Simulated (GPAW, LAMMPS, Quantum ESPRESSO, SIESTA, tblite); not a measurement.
**A faulty SIESTA run on amorphous carbon (150 atoms)**

Program: SIESTA 5.4.2, a calculation on a cell of 150 C, 11.5 Å³ an atom.

The input, input.fdf:

```
SystemLabel cell
NumberOfAtoms 150
NumberOfSpecies 1
%block ChemicalSpeciesLabel
  1 6 C
%endblock ChemicalSpeciesLabel
LatticeConstant 1.0 Ang
%block LatticeVectors
  11.98460 0.00000 0.00000
  0.00000 11.98460 0.00000
  0.00000 0.00000 11.98460
%endblock LatticeVectors
PAO.BasisSize DZP
PAO.EnergyShift 0.01 Ry
XC.Functional GGA
XC.Authors PBE
MeshCutoff 20 Ry
%block kgrid_Monkhorst_Pack
  1 0 0 0.0
  0 1 0 0.0
  0 0 1 0.0
%endblock kgrid_Monkhorst_Pack
SolutionMethod diagon
OccupationFunction FD
ElectronicTemperature 580 K
SCF.Mixer.Method Pulay
SCF.Mixer.Weight 0.05
SCF.Mixer.History 8
SCF.Mix Hamiltonian
MaxSCFIterations 60
SCF.DM.Tolerance 1e-04
SCF.H.Tolerance 1.0e-3 eV
WriteForces T
Write.HirshfeldPop T
Write.VoronoiPop T
Write.DM F
Write.H F
XML.Write F
AtomicCoordinatesFormat Fractional
%block AtomicCoordinatesAndAtomicSpecies
  0.83603 0.42345 0.07455 1
  0.61652 0.29341 0.32099 1
  0.60683 0.44062 0.77632 1
  0.61210 0.25661 0.54498 1
  0.96066 0.65235 0.30387 1
  0.55224 0.78722 0.52208 1
  0.47960 0.93672 0.00656 1
  0.46862 0.50075 0.25374 1
  0.22992 0.27396 0.74424 1
  0.80141 0.22747 0.12825 1
[... 136 atom lines left out ...]
  0.94315 0.41047 0.24990 1
  0.29894 0.32145 0.83542 1
  0.73300 0.84089 0.23486 1
  0.90106 0.84039 0.83317 1
%endblock AtomicCoordinatesAndAtomicSpecies
```

On the command line:

```console
$ OMP_NUM_THREADS=1 mpirun -np 4 siesta < input.fdf > output.txt
```

Log:

```text
Version         : 5.4.2
reinit: System Name:
reinit: System Label: cell
initatom: Reading input for the pseudopotentials and atomic orbitals ----------
Species number:   1 Atomic number:    6 Label: C
Ground state valence configuration (from tables):   2s02  2p02  3d00  4f00
---- Processing specs for species: C
GGA--PBE XC_GGA_X_PBE--XC_GGA_C_PBE pb
C pseudopotential only contains V_ls up to l=1 -- lmxkb reset.
Using PAO.SplitTailNorm
%block ChemicalSpeciesLabel
    1    6 C                       # Species index, atomic number, species label
%endblock ChemicalSpeciesLabel
%block PAO.Basis                 # Define Basis set
C                     2                    # Species label, number of l-shells
 n=2   0   2                         # n, l, Nzeta
   4.484      3.048
   1.000      1.000
 n=2   1   2 P   1                   # n, l, Nzeta, Polarization, NzetaPol
   5.436      3.692
   1.000      1.000
%endblock PAO.Basis
coor:   Atomic-coordinates input format  =     Fractional
siesta: System type = bulk
initatomlists: Number of atoms, orbitals, and projectors:    150  1950  1200
[... lines left out ...]
Total number of electrons:   600.000000
[... lines left out ...]
stepf: Fermi-Dirac step function
        iscf     Eharris(eV)        E_KS(eV)     FreeEng(eV)     dDmax    Ef(eV) dHmax(eV)
[... lines left out ...]
SCF Convergence by DM+H criterion
[... lines left out ...]
SCF cycle converged after 24 iterations
[... lines left out ...]
siesta: E_KS(eV) =           -24450.4523
siesta: E_KS - E_eggbox =    -24450.4523
siesta: Atomic forces (eV/Ang):
     1    2.184162    4.977896   -9.064789
     2   -1.758890    0.288395   -1.859671
     3   -3.180535   -1.629707   -0.305091
[...]
149    3.756770    2.712584    0.543157
   150    3.895560    1.742575    0.555327
----------------------------------------
   Tot   81.677622  -63.843911  -79.543403
----------------------------------------
   Max   14.090804
   Res    3.794393    sqrt( Sum f_i^2 / 3N )
----------------------------------------
   Max   14.090804    constrained
Stress tensor Voigt[x,y,z,yz,xz,xy] (kbar):     -210.63     -172.44     -164.74       -7.37        1.20      -13.96
(Free)E + p*V (eV/cell)   -24254.6602
Target enthalpy (eV/cell)   -24450.8434
siesta: Program's energy decomposition (eV):
siesta: Ebs     =     -7944.690908
siesta: Eions   =     42324.257709
siesta: Ena     =     11267.569751
siesta: Ekin    =     16459.215609
siesta: Enl     =      -794.789108
siesta: DEna    =      -482.682677
siesta: DUscf   =        37.808653
siesta: Ex      =     -7860.229174
siesta: Ec      =      -753.087606
siesta: Exc     =     -8613.316779
siesta: Eharris =    -24450.452261
siesta: Etot    =    -24450.452262
siesta: FreeEng =    -24450.843368
siesta: Final energy (eV):
siesta:  Band Struct. =   -7944.690908
siesta:       Kinetic =   16459.215609
siesta:       Hartree =   13763.683964
siesta:         Exch. =   -7860.229174
siesta:         Corr. =    -753.087606
siesta:   Exch.-corr. =   -8613.316779
siesta:  Ion-electron =  -42557.626305
siesta:       Ion-ion =   -3502.408750
siesta:         Total =  -24450.452262
siesta:         Fermi =      -4.831130
siesta: Stress tensor (static) (eV/Ang**3):
siesta:    -0.131463   -0.008713    0.000750
siesta:    -0.008713   -0.107628   -0.004599
siesta:     0.000750   -0.004599   -0.102820
siesta: Cell volume =       1721.355734 Ang**3
siesta: Pressure (static):
siesta:                Solid            Molecule  Units
siesta:           0.00124129          0.00125975  Ry/Bohr**3
siesta:           0.11397013          0.11566523  eV/Ang**3
siesta:         182.60028447        185.31613193  kBar
    Orbital volume contribution        =          56.955341 eV
    (Free)E + p_basis*V_orbitals       =      -24393.888026 eV
    (Free)Eharris+ p_basis*V_orbitals  =      -24393.888025 eV
Hirshfeld Atomic Populations:
Atom #   charge [q] valence [e]  Species
     1     0.033042    3.966958  C
     2     0.016768    3.983232  C
     3     0.059684    3.940316  C
[...]
--------------------
 Total    -0.632882
Voronoi Atomic Populations:
Atom #   charge [q] valence [e]  Species
[...]
149    -0.065115    4.065115  C
   150    -0.024009    4.024009  C
--------------------
 Total    -0.657044
```

It took 38 s on 4 MPI ranks of Arm Neoverse V2, shared host; peak memory 1.2 GiB.

Banners, paths, timers and routine set-up lines are dropped from the logs unmarked, and long logs keep their key lines alone; longer cuts are marked.

Against a plane-wave PBE reference and this program's sound run:

* r.m.s. difference of force components: 3442 meV/Å
* longest difference of force vectors: 14800 meV/Å
* force difference over r.m.s. force: 212.1 %
* slope of forces against the reference's: 0.9838
* energy less the same-level run's: -362.3 meV/atom
* r.m.s. force difference from the same-level run: 3426 meV/Å

**Question.** What is wrong with this input?

A mesh cutoff far too low: mesh cutoff 20 Ry. The sound run has mesh cutoff 300 Ry.

The run converged all the same, so the exit status doesn't show the fault.

[Also dropped from logs without a mark: logging warnings of Python, and SIESTA's first energy breakdown and zero terms.]

[Logs are printed without paths, hosts, clocks, repeated set-up lines and the standing remarks that a program may print on its own settings, such as how far it seeks lower states.]

[Hosts, paths, dates, database ids (printed as entryN), source tags and the programs' standing remarks are cut or masked in the printed files.]
